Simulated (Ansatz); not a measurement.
# Where Ta_In puts its levels in the gap of In6WO12 (R-3)

Aim: at which Fermi levels does Ta_In in In6WO12 (R-3) change its charge? The model is a cell of 57 host atoms with 1 In taken out and 1 Ta put in.

Program: Ansatz 0.2.0. Level of theory: place-levels on PBEsol runs: charge-transition levels and formation energies with image-charge correction and potential alignment at the atomic sites. Results are calculated unless marked as measured.

**1. Set-up**

The cell holds 57 atoms: 17 In, 1 Ta, 3 W and 36 O. Its edges and angles: a = 9.520 Å, b = 9.520 Å, c = 8.949 Å, α = 90.0°, β = 90.0°, γ = 120.0°. It derives from In6WO12 (space group R-3). Nearest the centre at fractional (0.633, 0.550, 0.689): Ta5 at 0.00 Å, O38 at 2.08 Å, O24 at 2.11 Å, O56 at 2.21 Å, O33 at 2.23 Å, O26 at 2.25 Å, O53 at 2.29 Å, O47 at 2.82 Å.

The host's dielectric constants go in as inputs: (5.58, 5.58, 5.24) for the electrons alone, (50.41, 50.41, 19.21) with the ions, computed on the host (DFPT, PBEsol).

The cell's shortest repeat is 8.9 Å.

**2. Charge states**

Levels follow from differences of total energies between charge states, each relaxed by itself.

Each atom starts 0.05 Å or so off its site in a random direction. Forces are taken at one point at (¼, ¼, ¼). The cell holds 1 electron fewer than the neutral one, with a uniform background that keeps it neutral on the whole. The electron count is odd, so at least one spin is unpaired; this run locks the moment at 1 μB.

The sampling was tested on the host first: at the k-points planned (1x1x1 shifted 0.25 0.25 0.25) its energy lies 0.000 eV an atom from the dense-mesh value, under the bound of 0.02 eV set for this test; that bounds the host's error, not the defect's.

One of the inputs; charge, spin and start change from state to state.

Contents of qp1_M1.relax/input.yaml:

```yaml
crystal:
  lattice:
    - [9.51987652, 0.0, 0.0]
    - [-4.75993826, 8.2444549, 5.0e-08]
    - [0.0, -5.0e-08, 8.94941617]
  atoms:
    - { symbol: In, position: [0.11707317, 0.41700908, 0.02246467] }
    - { symbol: In, position: [0.45040651, 0.08367575, 0.68913133] }
    - { symbol: In, position: [0.78373984, 0.75034242, 0.355798] }
[... 1 atom line left out ...]
    - { symbol: Ta, position: [0.63326924, 0.54959349, 0.68913133] }
[... 2 atom lines left out ...]
    - { symbol: In, position: [0.58299092, 0.70006409, 0.02246467] }
    - { symbol: In, position: [0.91632425, 0.36673076, 0.68913133] }
    - { symbol: In, position: [0.21626016, 0.24965758, 0.644202] }
[... 1 atom line left out ...]
    - { symbol: In, position: [0.88292683, 0.58299092, 0.97753533] }
    - { symbol: In, position: [0.03339742, 0.78373984, 0.644202] }
[... 3 atom lines left out ...]
    - { symbol: In, position: [0.41700908, 0.29993591, 0.97753533] }
    - { symbol: In, position: [0.75034242, 0.96660258, 0.644202] }
[... 1 atom line left out ...]
    - { symbol: W, position: [0.33333333, 0.66666667, 0.66666667] }
[... 3 atom lines left out ...]
    - { symbol: O, position: [0.8006284, 0.78121474, 0.60518956] }
[... 1 atom line left out ...]
    - { symbol: O, position: [0.64725301, 0.53270493, 0.93852289] }
[... 6 atom lines left out ...]
    - { symbol: O, position: [0.86603827, 0.55211859, 0.72814377] }
[... 4 atom lines left out ...]
    - { symbol: O, position: [0.44788141, 0.31391967, 0.72814377] }
[... 7 atom lines left out ...]
    - { symbol: O, position: [0.01638043, 0.83998194, 0.88103816] }
    - { symbol: O, position: [0.34971377, 0.50664861, 0.54770483] }
[... 2 atom lines left out ...]
    - { symbol: O, position: [0.49335139, 0.84306516, 0.54770483] }
[... 2 atom lines left out ...]
    - { symbol: O, position: [0.50973183, 0.6830471, 0.7856285] }
[... 2 atom lines left out ...]
    - { symbol: O, position: [0.65028623, 0.49335139, 0.45229517] }
    - { symbol: O, position: [0.98361957, 0.16001806, 0.11896184] }
  host:
    repeats: [1, 1, 1]
    atoms:
      - { symbol: In, position: [0.11707317, 0.41700908, 0.02246467] }
      - { symbol: In, position: [0.45040651, 0.08367575, 0.68913133] }
      # ... 55 more atoms of the perfect host
total_charge: 1
basis:
  ecutwfc: 420
  xc_grid: 2
hamiltonian:
  xc: pbesol
kpoints:
  mp_grid: { grid: [1, 1, 1], shift: [0.25, 0.25, 0.25] }
magnetization:
  spin_polarized: true
  initial_magnetization: 1
  spin_locking: { lock_magnetization: hard }
scf:
  occupations: { method: fixed }
  max_iter: 60
output:
  forces: true
  charged_corrections:
    epsilon: [5.58, 5.58, 5.24]
    static_epsilon: [50.41, 50.41, 19.21]
    defect_position: [0.633269, 0.549593, 0.689131]
relax:
  f_tol: 0.02
  max_steps: 80
  random_displacement: { amplitude: 0.05, seed: 7565 }
checkpoint:
  write: "../qp1_M1.relax.run"
  compress: false
  write_wavefunctions: true
  write_every: 100000
```

Run with:

```bash
$ ansatz run input.yaml --threads 4 --pin off --max-ram 7536MiB --backend cpu --events-out ev --progress --plain --runs-dir out
```

Defect states can disperse in a cell of this size, so the energy is taken again at a 2×2×2 shifted mesh, on the relaxed structure.

The run of this state that the levels use, under PBEsol:

Contents of qp1_M1.point/input.yaml:

```yaml
crystal:
  checkpoint: "../qp1_M1.relax.run"
  host: checkpoint
total_charge: 1
basis:
  ecutwfc: 420
  xc_grid: 2
hamiltonian:
  xc: pbesol
kpoints:
  mp_grid: { grid: [2, 2, 2], shift: [0.5, 0.5, 0.5] }
magnetization:
  spin_polarized: true
  initial_magnetization: 1
  spin_locking: { lock_magnetization: hard }
scf:
  occupations: { method: fermi_dirac, width: 0.01 }
  max_iter: 60
output:
  forces: true
  eigenvalues: true
  charged_corrections:
    epsilon: [5.58, 5.58, 5.24]
    static_epsilon: [50.41, 50.41, 19.21]
    defect_position: [0.633269, 0.549593, 0.689131]
  eigenstates: { localisation: true }
  populations: true
  efg: {}
checkpoint:
  read: "../qp1_M1.relax.run"
  write: "../qp1_M1.point.run"
  compress: false
  write_wavefunctions: false
  write_every: 100000
```

Relaxations under PBEsol at one point at (¼, ¼, ¼); times on 4 threads of Arm Neoverse V1, shared host:

```tsv
charge	moment (μB)	occupations	outcome	steps	largest displacement against the far atoms (Å)	time
0	0	fixed	converged	18	0.41	3.7 min
+1	1	fixed	converged	17	0.33	7.6 min
+2	0	fixed	converged	11	0.35	1.9 min
0	2	fixed	converged	14	0.39	6 min
```

Single points under PBEsol at a 2×2×2 shifted mesh; times on 4 threads of Arm Neoverse V1, shared host:

```tsv
charge	moment (μB)	occupations	outcome	time
0	0	fermi-dirac	converged	83 s
+1	1	fermi-dirac	converged	3.3 min
+2	0	fermi-dirac	converged	66 s
0	2	fermi-dirac	converged	3.3 min
```

Distances (Å) from Ta5 to the nearest atoms after relaxation with PBEsol:

```tsv
charge	moment (μB)	1.	2.	3.	4.	5.	6.
0	0	O 1.96	O 1.98	O 2.02	O 2.02	O 2.07	O 2.17
0	2	O 1.95	O 2.02	O 2.03	O 2.04	O 2.06	O 2.16
+1	1	O 1.94	O 2.02	O 2.03	O 2.04	O 2.09	O 2.16
+2	0	O 1.94	O 2.01	O 2.03	O 2.04	O 2.14	O 2.15
```

**3. Levels against the band edges, PBEsol**

A charged cell interacts with its images and the background, and its potential has another zero than the host's. place-levels removes the first by a point-charge model, screened by the static dielectric constant since the ions have relaxed around the charge, and the second by comparing potentials at atoms far from the defect.

The host is a run of the defect-free crystal in the same cutoffs, grids and k-points, so that basis and sampling errors cancel in part in the differences. Its band edges come from a run of the primitive cell that searches the zone for them. Chemical potentials are energies per atom of In (body-centred tetragonal) and Ta (bcc), run with the same functional and cutoff.

Contents of levels.point.yaml:

```yaml
host:
  run: host.point.run
  levels_from: { run: edges.point.run }
states: [q0.point.run, qp1_M1.point.run, qp2.point.run, q0_M2.point.run]
geometry_from:
  q0.point.run: q0.relax.run
  qp1_M1.point.run: qp1_M1.relax.run
  qp2.point.run: qp2.relax.run
  q0_M2.point.run: q0_M2.relax.run
  host.point.run: host.relax.run
chemical_potentials:
  In:
    energy: -5525.408991
    dataset: "<sha256 of the dataset>"
  Ta:
    energy: -9806.494772
    dataset: "<sha256 of the dataset>"
epsilon: [5.58, 5.58, 5.24]
static_epsilon: [50.41, 50.41, 19.21]
vertical:
  - { from: qp1_M1.point.run, to: qp1_M1.point_neutral.run }
  - { from: qp2.point.run, to: qp2.point_neutral.run }
```

Run with:

```bash
$ ansatz place-levels levels.point.yaml -- --threads 4 --pin off --max-ram 7536MiB
```

Numbers of over 12 decimals in the logs are rounded to 6 here.

Log:

```text
[... repeated set-up lines and file paths are left out, and long positions are rounded to six places ...]
(+2/+1) 2.118 eV above the valence edge (+2.846 eV without the band-filling correction), in the conduction band
(+1/0) 2.150 eV above the valence edge (+2.961 eV without the band-filling correction), in the conduction band
formation energy of charge +2: -7.830 eV with the Fermi level at the valence edge
formation energy of charge +1: -5.712 eV with the Fermi level at the valence edge
formation energy of charge 0: -3.562 eV with the Fermi level at the valence edge
vertical +1 to 0: no energy, since no alignment is typed
  the change from vertical[0].from (qp1_M1.point.run) to vertical[0].to (qp1_M1.point_neutral.run): by its potential at epsilon [5.58, 5.58, 5.24] it stands at 0.957 0.914 0.124, with an rms radius of about 6.1 Å (3.3 3.7 3.5 Å across the planes of the cell's [...]
vertical +2 to 0: no energy, since no alignment is typed
  the change from vertical[1].from (qp2.point.run) to vertical[1].to (qp2.point_neutral.run): by its potential at epsilon [5.58, 5.58, 5.24] it is spread over the cell along a vector, with an rms radius of about 6.9 Å (3.5 4.0 4.3 Å across the planes of the [...]
  edges by pbesol of host.levels_from (edges.point.run), its mesh sampled to repeats of 31.27 Å (the valence edge +0.016 eV and the conduction edge -0.744 eV from those of the host's own run), gap 2.027 eV; the host is sampled to repeats of 19.04 Å
  the defect's cells are sampled to repeats of 19.04 Å, like sampling
  charge +2: -154731.8786 eV with its correction of +0.258 eV, at epsilon [50.41, 50.41, 19.21], aligned at sites: +0.0136 eV, mean over 25 atomic sites at or beyond 4.47 Å from the host's site at [0.6337, 0.5496, 0.6893] by the defect at [0.6333, 0.5496, [...]
  charge +1: -154720.0576 eV with its correction of +0.124 eV, at epsilon [50.41, 50.41, 19.21], aligned at sites: +0.0666 eV, mean over 25 atomic sites at or beyond 4.47 Å from the host's site at [0.6337, 0.5496, 0.6893] by the defect at [0.6333, 0.5496, [...]
  states[1] (qp1_M1.point.run): levels filled in part (TS 0.005 eV): its energy is of no whole electron's
  charge 0: +0.000 eV for its dipole among its images, +0.000 omitted
  states[3] (q0_M2.point.run): levels filled in part (TS 0.004 eV): its energy is of no whole electron's
  charge 0: states[0] (q0.point.run) stands 0.045 eV higher, with a moment of 0.00 μB against 2.00
  of states[2] (qp2.point.run): how wide its charge is, is not read beside other atoms or cores, and a band state would take no correction. [...]
  of states[1] (qp1_M1.point.run): how wide its charge is, is not read beside other atoms or cores, and a band state would take no correction. [...]
  of states[3] (q0_M2.point.run): a band-filling correction moves a carrier to the host's band edge, which changes its energy by -1.538 eV; [...]
  vertical[0].from (qp1_M1.point.run): levels filled in part (TS 0.005 eV): its energy is of no whole electron's
  of vertical[0].from (qp1_M1.point.run): its displacements don't fall off away from the defect: farther atoms stand 0.038 Å off the host's places. [...]
  vertical[0].to (qp1_M1.point_neutral.run): levels filled in part (TS 0.007 eV): its energy is of no whole electron's
  of vertical[0].to (qp1_M1.point_neutral.run): its displacements don't fall off away from the defect: farther atoms stand 0.038 Å off the host's places. [...]
  of vertical[1].from (qp2.point.run): its displacements don't fall off away from the defect: farther atoms stand 0.044 Å off the host's places. [...]
  vertical[1].to (qp2.point_neutral.run): levels filled in part (TS 0.006 eV): its energy is of no whole electron's
  of vertical[1].to (qp2.point_neutral.run): its displacements don't fall off away from the defect: farther atoms stand 0.044 Å off the host's places. [...]
```

Wall time 0.45 s (4 threads of Arm Neoverse V1, shared host).

Under PBEsol the gap is 2.03 eV, (+2/+1) 2.12 (outside the gap) (with band filling), (+1/0) 2.15 (outside the gap) (with band filling) eV.

Levels between the charges placed, in eV above the valence top:

```tsv
	gap (eV)	(+2/+1)	(+1/0)
PBEsol	2.03	2.12	2.15
```

Corrections by state:

```tsv
charge	moment (μB)	image terms and alignment (eV)	band filling (eV)	ε used	over the lowest of its charge, as the program ranks them, band filling apart (eV)
+2	0.0	0.258	-	principal values (19.21, 50.41, 50.41)	0.000
+1	1.0	0.124	-0.728	principal values (19.21, 50.41, 50.41)	0.000
0	2.0	0.000	-1.538	-	0.000
0	0.0	0.000	-	-	0.045
```

The charged structures listed were also run neutral, and place-levels reads from each pair, by the potential or the spins, how wide the charge is by which they differ; that can be the carrier of either run.

```tsv
charge	rms radius (Å)	spread where it is widest against the cell (Å)	wide from (Å)	reading
+2	6.9	3.98	1.43	wide
+1	6.1	3.71	1.43	wide
```

The neutral runs of these pairs need not share the spin of the lowest neutral state, and very wide values only mean spread over the cell.

From the program's caveats on the states, each cut to its opening words:

- charge +2, +1 (1 μB): how wide its charge is, is not read beside other atoms or cores, and a band state would take no correction
- charge +2: its displacements don't fall off away from the defect: farther atoms stand 0.044 Å off the host's places
- charge +1 (1 μB): a band-filling correction moves a carrier to the host's band edge, which changes its energy by -0.728 eV
- charge +1 (1 μB): the host's ions (past the first shell or, of a walk that freed a part, those that it held) aren't shown at rest: they stand up to 0.337 Å off their sites, 2.39 [...]
- charge +1 (1 μB): its displacements don't fall off away from the defect: farther atoms stand 0.038 Å off the host's places
- charge +1 (1 μB): its moments are held at its close (magnetization.spin_locking), by a field of 0.077 eV a Bohr magneton, and its energy and levels are of the state that this [...]
- charge 0 (2 μB): a band-filling correction moves a carrier to the host's band edge, which changes its energy by -1.538 eV
- charge 0 (2 μB): its sublattices stand up to 0.0924 Å off the host's, which by the two runs' forces adds about +0.01 eV to its energy against the host's, and moves the band [...]
- charge 0 (2 μB): its moments are held at its close (magnetization.spin_locking), by a field of 0.102 eV a Bohr magneton, and its energy and levels are of the state that this [...]

Formation energies (eV), elemental references (Δμ(In) = 0.00 eV, Δμ(Ta) = 0.00 eV):

```tsv
charge	Fermi level at the valence top	at the conduction bottom
+2	-7.83	-3.78
+1	-5.71	-3.69
0	-3.56	-3.56
```

**4. Effect of the sampling**

The relaxations' own energies give the levels at their sampling, for comparison.

Contents of levels.relax_mesh.yaml:

```yaml
host:
  run: host.relax.run
  levels_from: { run: edges.relax.run }
states: [q0.relax.run, qp1_M1.relax.run, qp2.relax.run, q0_M2.relax.run]
chemical_potentials:
  In:
    energy: -5525.408991
    dataset: "<sha256 of the dataset>"
  Ta:
    energy: -9806.494772
    dataset: "<sha256 of the dataset>"
```

Run with:

```bash
$ ansatz place-levels levels.relax_mesh.yaml -- --threads 4 --pin off --max-ram 7536MiB
```

Log:

```text
[...]
formation energy of charge +2: -7.830 eV with the Fermi level at the valence edge
formation energy of charge +1: -5.765 eV with the Fermi level at the valence edge
formation energy of charge 0: -3.586 eV with the Fermi level at the valence edge
  edges by pbesol of host.levels_from (edges.relax.run), its mesh sampled to repeats of 31.27 Å (the valence edge +0.035 eV and the conduction edge -1.089 eV from those of the host's own run), gap 2.027 eV; the host is sampled to repeats of 13.07 Å
[... the lines on each state left out ...]
```

The job ended after 0.19 s (4 threads).

Levels between neighbouring charges, in eV above the valence top:

```tsv
	gap (eV)	(+2/+1)	(+1/0)
one point at (¼, ¼, ¼)	2.03	2.06	2.18
a 2×2×2 shifted mesh	2.03	2.12	2.15
```

Going from one point at (¼, ¼, ¼) to a 2×2×2 shifted mesh moves formation energies against the elements by up to 0.05 eV; band-filling terms, which differ between samplings, are in these energies.

**5. Levels against the band edges, r2SCAN**

r2SCAN on the same structure is run to see how far the result rests on the functional, though not on the errors that semilocal functionals share; the sampling changes too, to one point at (¼, ¼, ¼), so differences hold both changes.

qp1_M1.r2scan/input.yaml, as its differences from qp1_M1.point/input.yaml of step 2:

```diff
@@ -5,8 +5,8 @@
 basis:
-  ecutwfc: 420
+  ecutwfc: 500
   xc_grid: 2
 hamiltonian:
-  xc: pbesol
+  xc: r2scan
 kpoints:
-  mp_grid: { grid: [2, 2, 2], shift: [0.5, 0.5, 0.5] }
+  mp_grid: { grid: [1, 1, 1], shift: [0.25, 0.25, 0.25] }
 magnetization:
@@ -29,4 +29,3 @@
 checkpoint:
-  read: "../qp1_M1.relax.run"
-  write: "../qp1_M1.point.run"
+  write: "../qp1_M1.r2scan.run"
   compress: false
```

Wall time 2.8 min (4 threads); peak memory 3.2 GiB; 11 min of CPU time.

Contents of levels.r2scan.yaml:

```yaml
host:
  run: host.r2scan.run
  levels_from: { run: edges.r2scan.run }
states: [q0.r2scan.run, qp1_M1.r2scan.run, qp2.r2scan.run, q0_M2.r2scan.run]
geometry_from:
  q0.r2scan.run: q0.relax.run
  qp1_M1.r2scan.run: qp1_M1.relax.run
  qp2.r2scan.run: qp2.relax.run
  q0_M2.r2scan.run: q0_M2.relax.run
  host.r2scan.run: host.relax.run
chemical_potentials:
  In:
    energy: -5611.820794
    dataset: "<sha256 of the dataset>"
  Ta:
    energy: -9944.316022
    dataset: "<sha256 of the dataset>"
```

Run with:

```bash
$ ansatz place-levels levels.r2scan.yaml -- --threads 4 --pin off --max-ram 7536MiB
```

Log:

```text
[...]
formation energy of charge +2: -8.412 eV with the Fermi level at the valence edge
formation energy of charge +1: -5.629 eV with the Fermi level at the valence edge
formation energy of charge 0: -2.573 eV with the Fermi level at the valence edge
  edges by r2scan of host.levels_from (edges.r2scan.run), its mesh sampled to repeats of 31.27 Å (the valence edge +0.028 eV and the conduction edge -0.845 eV from those of the host's own run), gap 2.719 eV; the host is sampled to repeats of 13.07 Å
[... the lines on each state left out ...]
```

Wall time 0.3 s (4 threads).

Under r2SCAN the gap is 2.72 eV, (+2/+1) 2.78 (outside the gap) (with band filling), (+1/0) 3.06 (outside the gap) (with band filling) eV.

**6. Side by side**

Levels between neighbouring charges, in eV above each run's own valence top:

```tsv
	gap (eV)	(+2/+1)	(+1/0)	CPU time a state at this stage (restarts are quicker than cold starts)
PBEsol, 2×2×2 shifted mesh	2.03	2.12	2.15	8.6 min
r2SCAN on PBEsol structures, (¼, ¼, ¼)	2.72	2.78	3.06	7.2 min
```

**7. What came out**

* gap of the host: 2.03 eV (PBEsol)
* level (plus 2/plus 1): 2.12 eV above the valence top, past the conduction bottom (2.85 eV above the valence top without the band-filling term)
* level (plus 1/0): 2.15 eV above the valence top, past the conduction bottom (2.96 eV above the valence top without the band-filling term)
* lowest of the charges placed, just above the valence top (0.02 eV): +2
* lowest of the charges placed, just below the conduction bottom (0.02 eV): +2
* lowest formation energy at mid-gap of the charges run, elemental references: -5.80 eV

Of the charges placed (0, +1 and +2), +2 is the lowest from 0.02 eV above the valence top to 0.02 eV below the conduction bottom, a gap of 2.03 eV. Charges above +2 and below 0 were not placed, so these runs say nothing of levels that involve them. States placed: +2 at 0 μB; +1 at 1 μB; 0 at 2 μB and 0 μB. Other spin states or structures, where not listed, weren't placed. The program finds carriers beyond a band edge of the host and adds a band-filling term at charge 0 (-1.54 eV) and +1 (-0.73 eV); steps to such a charge show no bound level, and a defect level inside a band would be read the same way. Ta is taken at its element; compounds, which aren't counted here, bound the chemical potentials and would shift these formation energies. The lowest formation energy (elemental references) is negative across the gap, so the defect would form by itself: these chemical potentials lie beyond what competing compounds allow, or the host is unstable against it. Going from one point at (¼, ¼, ¼) to a 2×2×2 shifted mesh moves formation energies against the elements by up to 0.05 eV; band-filling terms, which differ between samplings, are in these energies. What this leaves open: the images are only 8.9 Å apart; PBEsol makes the gap too small and tends to spread out bound carriers; where a gas molecule sets a chemical potential or the host's formation energy, its binding is uncorrected; spin–orbit coupling, which can matter with heavy atoms, is left out; force components of up to 0.38 eV/Å remain in a run at the final settings.

[Logs are printed without paths, hosts, clocks, repeated set-up lines and the standing remarks that a program may print on its own settings, such as how far it seeks lower states.]

[Hosts, paths, dates, database ids (printed as entryN), source tags and the programs' standing remarks are cut or masked in the printed files.]

[Where a table of states has a column of steps, it counts the stored structures, which are thinned; the runs took as many ionic steps or more.]

[A defect's name tells the site on which it was built; relaxed atoms can leave that site.]

[For some hosts the program warned that the k-mesh of the response run may be too coarse for force constants and the static dielectric constant; such warnings are not shown here.]
